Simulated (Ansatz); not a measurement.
## Lattice dynamics of LaMg (Pm-3m)

How does LaMg (Pm-3m) vibrate, and is this structure a minimum?

Program: Ansatz 0.2.0. Level of theory: DFT PBEsol, scalar-relativistic, plane waves, PAW; PAW set soft_1. Results are calculated unless marked as measured.

Report form: the programs' logs are mostly left out.

## 1. The structure

It takes space group Pm-3m (No. 221, cubic). The conventional cell has a = 3.965 Å, b = 3.965 Å, c = 3.965 Å, α = 90.00°, β = 90.00°, γ = 90.00°. Nearest to La lie 8 Mg at 3.43 Å. Mg has 8 La at 3.43 Å nearest. Farther neighbours are not listed.

## 2. Relaxation

Harmonic phonons are second derivatives at a point where the forces vanish, and they are wanted at zero stress, so atoms and cell are relaxed first.

File input.yaml:

```yaml
crystal:
  lattice:
    - [3.965, 0.0, 0.0]
    - [0.0, 3.965, 0.0]
    - [0.0, 0.0, 3.965]
  atoms:
    - { symbol: La, position: [0.5, 0.5, 0.5] }
    - { symbol: Mg, position: [0.0, 0.0, 0.0] }
kpoints:
  mp_grid: { grid: [10, 10, 10] }
hamiltonian:
  xc: pbesol
  pseudopotentials: { kind: paw, azcp: { folder: soft_1 }, xc_functional: pbe }
scf:
  occupations: { method: gaussian, width: 0.1 }
output:
  forces: true
  stress: true
  eigenvalues: true
  write_density: true
  write_potential: true
  elf: true
  volumetric_format: npy
relax:
  adjacent_minimum: "off"
  f_tol: 0.005
  max_steps: 80
  cell: { stress_tol: 0.05 }
```

Run with:

```sh
ansatz run input.yaml --threads 4 --pin off --max-ram 10240MiB --backend cpu --events-out ev --progress --plain --runs-dir out
```

It took 4.5 s on 4 threads of Intel Xeon Platinum 8488C (Sapphire Rapids), shared host; peak memory 0.47 GiB; 15 s of CPU time.

Relaxation path:

```tsv
step	energy less that of the first step (eV)	largest force component (eV/Å)	pressure (GPa)	volume (Å³)
1	0.0000	0.0000	-1.53	62.33
2	-0.0133	0.0000	-0.26	60.02
3	-0.0136	0.0000	0.02	59.57
4*	-0.0135	0.0000	0.02	59.57
```

Relaxation steps marked * repeat the geometry before them on a plane-wave basis chosen anew for their cell, so energy and pressure can jump there.

The run keeps the 48 symmetry operations that it works with, so distortions that break them were not tested.

```tsv
conventional cell, symmetrised	before	after	change
a (Å)	3.965	3.905	-1.5 %
b (Å)	3.965	3.905	-1.5 %
c (Å)	3.965	3.905	-1.5 %
volume (Å³/atom)	31.17	29.78	-4.4 %
```

Final coordinates:

```xyz
2
Lattice="3.9055 0.0000 0.0000 0.0000 3.9055 0.0000 0.0000 0.0000 3.9055" Properties=species:S:1:pos:R:3 pbc="T T T"
La    1.9527    1.9527    1.9527
Mg    0.0000    0.0000    0.0000
```

Numbers from this step:

* pressure: 0.01581 GPa
* volume per atom: 29.78 Å³
* gap on the k-mesh: 0 eV

ELF in the ac plane at fractional y = 0.500, with atoms of La within 0.2 Å of it. It is the smooth field of the valence electrons, not physical close to the nuclei.

Values, 14 rows by 14 columns, each cell a mean:
```
0.73 0.68 0.55 0.39 0.24 0.16 0.14 0.13 0.14 0.18 0.28 0.43 0.61 0.70
0.65 0.58 0.41 0.25 0.17 0.16 0.19 0.20 0.18 0.16 0.18 0.29 0.47 0.61
0.50 0.40 0.24 0.18 0.24 0.41 0.53 0.57 0.50 0.35 0.21 0.18 0.29 0.43
0.34 0.25 0.17 0.25 0.51 0.73 0.80 0.81 0.79 0.67 0.43 0.21 0.18 0.28
0.22 0.17 0.19 0.44 0.73 0.81 0.76 0.72 0.78 0.80 0.67 0.35 0.16 0.18
0.16 0.14 0.26 0.61 0.81 0.71 0.41 0.26 0.49 0.78 0.79 0.50 0.18 0.14
0.14 0.13 0.29 0.67 0.81 0.60 0.16 0.04 0.26 0.72 0.81 0.57 0.20 0.13
0.15 0.13 0.27 0.63 0.81 0.67 0.32 0.16 0.41 0.76 0.80 0.53 0.19 0.14
0.19 0.15 0.21 0.51 0.77 0.79 0.67 0.60 0.71 0.81 0.73 0.41 0.16 0.16
0.30 0.22 0.17 0.30 0.59 0.77 0.81 0.81 0.81 0.73 0.51 0.24 0.17 0.24
0.45 0.35 0.21 0.18 0.30 0.51 0.63 0.67 0.61 0.44 0.25 0.18 0.25 0.39
0.60 0.53 0.35 0.21 0.17 0.21 0.27 0.29 0.26 0.19 0.17 0.24 0.41 0.55
0.71 0.67 0.53 0.35 0.22 0.15 0.13 0.13 0.14 0.17 0.25 0.40 0.58 0.68
0.75 0.71 0.60 0.45 0.30 0.19 0.15 0.14 0.16 0.22 0.34 0.50 0.65 0.73
```
Columns run along a (3.9 Å), rows up along c (3.9 Å). Atoms in or near the plane, at fractional coordinates: La at (0.50, 0.50).

Electrostatic potential energy in the ac plane at fractional y = 0.500, with atoms of La within 0.2 Å of it. With pseudopotentials it is smooth inside the atoms' cores, unlike the true potential.

Ten even steps from '_' (-32 eV) to '@' (12 eV), each cell a mean:
```
@@@@@@@@@@@@@@@@@@@@@@@@@@@@
@@@@@@@@@@%%%%%%%%%%@@@@@@@@
@@@@@@@@%%##******##%%@@@@@@
@@@@@@%%**==::::--++##%%@@@@
@@@@%%##==..______::++##%%@@
@@@@%%**::__..--..__--**%%@@
@@@@%%++..__==##--__::**%%@@
@@@@%%++..__::==..__::**%%@@
@@@@%%**--________..==##%%@@
@@@@%%%%**--....::==**%%@@@@
@@@@@@%%%%**++++**##%%@@@@@@
@@@@@@@@%%%%%%%%%%%%@@@@@@@@
@@@@@@@@@@@@@@@@@@@@@@@@@@@@
@@@@@@@@@@@@@@@@@@@@@@@@@@@@
```
Columns run along a (3.9 Å; values clipped at the 3rd and 97th percentile), rows up along c (3.9 Å). Atoms in or near the plane, at fractional coordinates: La at (0.50, 0.50).

Valence density in the ac plane at fractional y = 0.500, with atoms of La within 0.2 Å of it. It is the smooth field of the valence electrons, not physical close to the nuclei.

Ten even steps from '0' (0.1 e/Å³) to '9' (1.8 e/Å³), each cell a mean:
```
00000000000000
00000000000000
00000122110000
00001355531000
00014789863100
00026999985100
00037999995200
00026999985200
00014899973100
00002467641000
00000123210000
00000000000000
00000000000000
00000000000000
```
Columns run along a (3.9 Å), rows up along c (3.9 Å). Atoms in or near the plane, at fractional coordinates: La at (0.50, 0.50).

In this step the volume went from 31.17 to 29.78 Å³/atom.

## 3. Tight relaxation

Phonons need a cell at rest on their own settings, so the relaxation is repeated with tight tolerances on forces and stress on the k mesh and occupations of the first response run.

File input.yaml:

```yaml
crystal:
  lattice:
    - [3.905461931, 0.0, 0.0]
    - [0.0, 3.905461931, 0.0]
    - [0.0, 0.0, 3.905461931]
  atoms:
    - { symbol: La, position: [0.5, 0.5, 0.5] }
    - { symbol: Mg, position: [0.0, 0.0, 0.0] }
kpoints:
  mp_grid: { grid: [12, 12, 12] }
hamiltonian:
  xc: pbesol
  pseudopotentials: { kind: paw, azcp: { folder: soft_1 }, xc_functional: pbe }
scf:
  occupations: { method: methfessel_paxton, width: 0.2 }
output:
  forces: true
  stress: true
  eigenvalues: true
relax:
  adjacent_minimum: "off"
  f_tol: 0.001
  max_steps: 60
  cell: { stress_tol: 0.01 }
```

Elapsed: 4 s, on 4 threads; peak memory 0.48 GiB.

Little changed from the start: no atom moved by 0.005 Å and no cell edge by 0.1 %.

This step gave:

| Quantity | Value |
| --- | --- |
| pressure | 0.009369 GPa |
| volume per atom | 29.85 Å³ |

The forces vanish by symmetry and the pressure is 0.009 GPa, within the tolerances set. The cell now holds 29.85 Å³/atom.

## 4. Linear response at the zone centre

The zone centre comes first: it holds the modes that light can see, as far as symmetry allows. No field response is asked, since the mesh shows no gap.

input.yaml, the sections that differ from step 3:

```yaml
crystal:
  lattice:
    - [3.9083353299, 0.0, 0.0]
    - [0.0, 3.9083353299, 0.0]
    - [0.0, 0.0, 3.9083353299]
  atoms:
    - { symbol: La, position: [0.5, 0.5, 0.5] }
    - { symbol: Mg, position: [0.0, 0.0, 0.0] }
output:
  eigenvalues: true
phonons:
  method: dfpt
# kpoints, hamiltonian, scf: as in step 3
# relax: removed
```

Wall time 15 s (4 threads); peak memory 0.92 GiB.

Numbers from this step:

* sum-rule residual before enforcement: 2.43e-5 eV/Å²
* point group: m-3m
* highest optical mode at the zone centre (no LO-TO term): 204.2 cm⁻¹
* lowest optical zone-centre mode: 204.2 cm⁻¹

Patterns of degenerate modes are one choice out of their space. The modes at Γ (shares of kinetic energy by element, %):

```tsv
mode	frequency (cm⁻¹)	symmetry	La %	Mg %
1	0.0	acoustic	85	15
2	0.0	acoustic	85	15
3	0.0	acoustic	85	15
4	204.2	T1u	15	85
5	204.2	T1u	15	85
6	204.2	T1u	15	85
```

Displacements in mode 6 (204.2 cm⁻¹), the largest set to 1:
```
La1  0.00  0.00 -0.17
Mg2  0.00  0.00  1.00
```

Before it was imposed, the acoustic sum rule was missed by 2.4e-5 eV/Å². Small misses are needed for a sound result but don't prove that mesh and cutoff are converged. The lowest optical mode is real, 204 cm⁻¹.

## 5. Phonons on a q mesh

Stability and thermal properties need the whole zone. Linear response on a 4×4×4 q mesh gives force constants as far as a supercell of that size would.

Changes to input.yaml since step 4:

```diff
@@ -19 +19,8 @@
   method: dfpt
+  qmesh: [4, 4, 4]
+  temperatures: { t_max: 1000, t_step: 50 }
+  qpath:
+    path:
+      - [[0.0, 0.0, 0.0], [0.0, 0.5, 0.0], [0.5, 0.5, 0.0], [0.0, 0.0, 0.0], [0.5, 0.5, 0.5], [0.0, 0.5, 0.0]]
+      - [[0.5, 0.5, 0.5], [0.5, 0.5, 0.0]]
+    npoints: 10
```

Run time: 7.9 min. Hardware: 4 threads; peak memory 2.6 GiB; 29 min of CPU time.

Numbers from this step:

* sum-rule residual before enforcement: 2.02e-5 eV/Å²
* lowest frequency on the path: 0 cm⁻¹
* highest frequency on the path or at a solved wavevector: 204.2 cm⁻¹
* mean frequency: 129.7 cm⁻¹
* Debye temperature (second moment): 267 K
* logarithmic mean frequency: 112.3 cm⁻¹
* lowest mode on the q mesh (acoustic modes at Γ apart): 31.84 cm⁻¹
* zero-point energy per atom: 24.11 meV
* heat capacity at 300 K: 23.99 J/(mol atoms K)
* vibrational entropy at 300 K: 40.87 J/(mol atoms K)
* edges of the widest gap between branches, on path and mesh: 112.9, 167.5 cm⁻¹

Frequencies (cm⁻¹) solved at each irreducible wavevector; negative means imaginary. Frequencies by wavevector, by row:

```tsv
q in reciprocal lattice units	star	mode 1	mode 2	mode 3	mode 4	mode 5	mode 6
0 0 0	1	0	0	0	204.2	204.2	204.2
0 0 0.25	6	58.6	58.6	58.7	191.9	200.8	200.8
0 0 -0.5	3	79.1	86	86	167.5	195.2	195.2
0 0.25 0.25	12	31.8	67	86	183	194.5	200
0 0.25 -0.5	12	60.1	68.3	78.2	176.1	190.2	199.2
0 -0.5 -0.5	3	33.5	33.5	72.8	188	188	202.4
0.25 0.25 0.25	8	69.5	69.5	73.3	186.6	192.1	192.1
0.25 0.25 -0.5	12	57.4	75.4	94.2	180.9	189.1	195.3
0.25 -0.5 -0.5	6	76.1	76.1	87.8	187.1	187.1	194.1
-0.5 -0.5 -0.5	1	112.9	112.9	112.9	177.9	177.9	177.9
```

Interpolated from a 4×4×4 q mesh. The phonon branches at the labelled points (cm⁻¹):

```tsv
point	branch 1	branch 2	branch 3	branch 4	branch 5	branch 6
Γ	0	0	0	204	204	204
halfway	59	59	59	192	201	201
X	79	86	86	168	195	195
halfway	60	68	78	176	190	199
M	34	34	73	188	188	202
halfway	32	67	86	183	194	200
Γ	0	0	0	204	204	204
halfway	70	70	73	187	192	192
R	113	113	113	178	178	178
halfway	57	75	94	181	189	195
X	79	86	86	168	195	195
jump to R	113	113	113	178	178	178
halfway	76	76	88	187	187	194
M	34	34	73	188	188	202
```

The phonon density of states has structure finer than the step of the table below, so its rows give means over 5 cm⁻¹, whole bins alone (the curve runs from 1 to 205 cm⁻¹). Peaks (cm⁻¹: height): 83.0: 0.118, 185.0: 0.120, 189.0: 0.158, 197.0: 0.174.

Tetrahedra on a 16×16×16 mesh, mean over bins of 2 cm-1. Interpolated from a 4×4×4 q mesh. Phonon density of states against wavenumber; means over each step:

```tsv
wavenumber (cm⁻¹)	phonon density of states (1/cm⁻¹/cell)
5	4.8e-5
10	2.5e-4
15	8.7e-4
20	0.00194
25	0.00369
30	0.00618
35	0.0135
40	0.0237
45	0.0276
50	0.0340
55	0.0445
60	0.0455
65	0.0471
70	0.0628
75	0.0767
80	0.0816
85	0.0737
90	0.0247
95	0.0153
100	0.00916
105	0.00522
110	0.00191
115	7.1e-5
120	0
125	0
130	0
135	0
140	0
145	0
150	0
155	0
160	0
165	3.1e-4
170	0.00896
175	0.0256
180	0.0651
185	0.107
190	0.121
195	0.135
200	0.123
```

Phonopy on the run's constants, 15x15x15 mesh, Gaussian sigma 2.0 cm-1. Interpolated from a 4×4×4 q mesh. Table of partial phonon density of states by wavenumber; read off at these points; values in 1/cm⁻¹/cell:

```tsv
wavenumber (cm⁻¹)	La	Mg
-10.0	0	0
-5.0	9.3e-6	0
0.0	1.5e-4	2.9e-5
5.0	1.0e-5	0
10.0	3.6e-4	6.2e-5
15.0	7.2e-4	1.2e-4
20.0	0.00207	3.5e-4
25.0	0.00374	6.3e-4
30.0	0.00454	7.9e-4
35.0	0.0138	0.00256
40.0	0.0203	0.00405
45.0	0.0188	0.00345
50.0	0.0323	0.00569
55.0	0.0359	0.00568
60.0	0.0370	0.00508
65.0	0.0469	0.00554
70.0	0.0530	0.00436
75.0	0.0716	0.00373
80.0	0.0803	0.00304
82.7	0.0860	0.00207
85.0	0.0696	0.00151
90.0	0.0260	9.7e-4
95.0	0.0154	5.2e-4
100.0	0.00952	2.7e-4
105.0	0.00477	1.3e-4
110.0	0.00251	2.3e-5
115.0	2.2e-4	0
120.0	0	0
125.0	0	0
130.0	0	0
135.0	0	0
140.0	0	0
145.0	0	0
150.0	0	0
155.0	0	0
160.0	0	0
165.0	1.6e-5	6.0e-4
170.0	5.4e-4	0.00905
175.0	0.00223	0.0240
180.0	0.00561	0.0607
185.0	0.0108	0.0954
188.4	0.0143	0.111
190.0	0.0126	0.108
195.0	0.00844	0.125
197.1	0.00819	0.143
200.0	0.00683	0.115
205.0	0.00174	0.0159
210.0	1.5e-5	6.9e-5
215.0	0	0
```

Second derivatives of the energy by pair, one row for each kind of neighbour of each atom listed. Each entry sums the pair over the periodic images of the supercell that the q mesh stands for, and in a polar crystal it holds the long-range dipole part too. Force constants by pair, by row:

```tsv
atom	neighbour	distance (Å)	third of the trace (eV/Å²)	along the pair's line (eV/Å²)
La1	itself	0	3.902	–
La1	Mg	3.385	-0.38	-1.129
La1	La	3.908	-0.1948	-0.3405
La1	La	5.527	0.0673	0.1664
La1	Mg	6.481	-0.0081	-0.0077
La1	La	6.769	-0.0412	-0.1092
Mg2	itself	0	3.018	–
Mg2	La	3.385	-0.38	-1.129
Mg2	Mg	3.908	0.0342	0.2137
Mg2	Mg	5.527	0.006	-0.0034
Mg2	La	6.481	-0.0081	-0.0077
Mg2	Mg	6.769	-0.0052	-0.0185
```

Harmonic thermodynamic functions per atom, from the density of states. Interpolated from a 4×4×4 q mesh. Thermodynamic functions, by row:

```tsv
T (K)	F_vib (meV/atom)	S (J/mol-atom/K)	C_V (J/mol-atom/K)
0	24.11	0	0
50	22.93	6.705	10.62
100	16.77	16.8	18.36
200	-8.77	31.34	22.89
300	-46.48	40.87	23.99
400	-92.61	47.83	24.39
500	-145.1	53.3	24.59
600	-202.8	57.79	24.7
700	-264.7	61.6	24.76
800	-330.3	64.91	24.8
900	-399.1	67.84	24.83
1000	-470.8	70.45	24.85
```

Harmonic mean-square displacement, third of the trace. Interpolated from a 4×4×4 q mesh. Mean square displacements, by row:

```tsv
T (K)	La1 U_eq (Å²)	Mg2 U_eq (Å²)
0	0.00179	0.0044
100	0.00465	0.00707
300	0.01319	0.01726
600	0.02623	0.0337
```

Symmetry leaves 10 wavevectors to solve. The lowest mode among them, the acoustic zeros apart, lies at q = (0, 0.25, 0.25) and is real, 31.8 cm⁻¹.

## 6. Isotope substitution

An isotope changes the mass and not the force constants, so no new electronic calculation is needed; the shifts show which modes move this element.

The same force constants with the mass of Mg changed from 24.305 to 25.983 u (phonopy, no LO-TO term). Both lists are sorted by frequency; levels can cross, so a row need not hold one and the same mode. Modes under 3 cm⁻¹ are left out. Isotope shifts, by row:

```tsv
q	rank	natural mass (cm⁻¹)	changed mass (cm⁻¹)
0 0 0	4	204.2	198.5
0 0 0	5	204.2	198.5
0 0 0	6	204.2	198.5
0 0 0.25	1	58.58	58.4
0 0 0.25	2	58.58	58.4
0 0 0.25	3	58.71	58.52
0 0 0.25	4	191.9	186.2
0 0 0.25	5	200.8	194.9
0 0 0.25	6	200.8	194.9
0 0 -0.5	1	79.09	79.09
0 0 -0.5	2	86.03	86.03
0 0 -0.5	3	86.03	86.03
0 0 -0.5	4	167.5	162
0 0 -0.5	5	195.2	188.8
0 0 -0.5	6	195.2	188.8
0 0.25 0.25	1	31.84	31.67
0 0.25 0.25	2	66.98	66.88
0 0.25 0.25	3	86.03	86.03
0 0.25 0.25	4	183	177
0 0.25 0.25	5	194.5	189.1
0 0.25 0.25	6	200	193.7
```

A mode of this element alone would shift by -3.28 %. The highest zone-centre frequency without the field goes from 204.2 to 198.5 cm⁻¹ (-2.8 %). The product of the frequency ratios over all optical modes at Γ is 0.919; the product rule, (m/m′)^(3k/2) (M′/M)^(3/2) with k = 1 such atoms and M the mass of the cell, gives 0.919.

## 7. What came out

```
space group after relaxation (within 0.01 Å)            : Pm-3m
volume per atom                                         : 29.9 Å³
electronic character                                    : no gap on this mesh
highest optical mode at the zone centre (no LO-TO term) : 204 cm⁻¹
lowest optical zone-centre mode                         : 204 cm⁻¹
lowest mode on the q mesh (acoustic modes at Γ apart)   : 31.8 cm⁻¹
highest frequency on the path or at a solved wavevector : 204 cm⁻¹
zero-point energy per atom                              : 24.1 meV
heat capacity at 300 K                                  : 24.0 J/(mol atoms K)
vibrational entropy at 300 K                            : 40.9 J/(mol atoms K)
Debye temperature (second moment)                       : 267 K
imaginary modes on the 4×4×4 q mesh                     : none
```

The structure is a minimum as far as tested: no mode is imaginary at the 10 irreducible wavevectors of the 4×4×4 mesh, and the softest away from the acoustic zeros lies at 32 cm⁻¹. The optical modes at Γ form one degenerate level at 204 cm⁻¹. The highest mode in this list at Γ, 204.2 cm⁻¹, is mostly motion of Mg (85 % of the kinetic energy). On the path and the mesh, the widest gap between branches runs from 113 to 168 cm⁻¹. With no gap, or one that is small against the smearing, the frequencies hang on the k mesh and the smearing, most of all near Kohn anomalies. The phonon runs are without spin polarisation, although the cell has an odd electron count. Spin-orbit coupling is left out, which can matter for the heavy elements here. The PAW files were made for PBE and serve the other functionals too. A phonon run warned that its eigensolver left some bands unconverged in a pass. These are harmonic frequencies at zero temperature: anharmonic shifts, linewidths and thermal expansion are left out.

[Logs are printed without paths, hosts, clocks, repeated set-up lines and the standing remarks that a program may print on its own settings, such as how far it seeks lower states.]

[Hosts, paths, dates, database ids (printed as entryN), source tags and the programs' standing remarks are cut or masked in the printed files.]
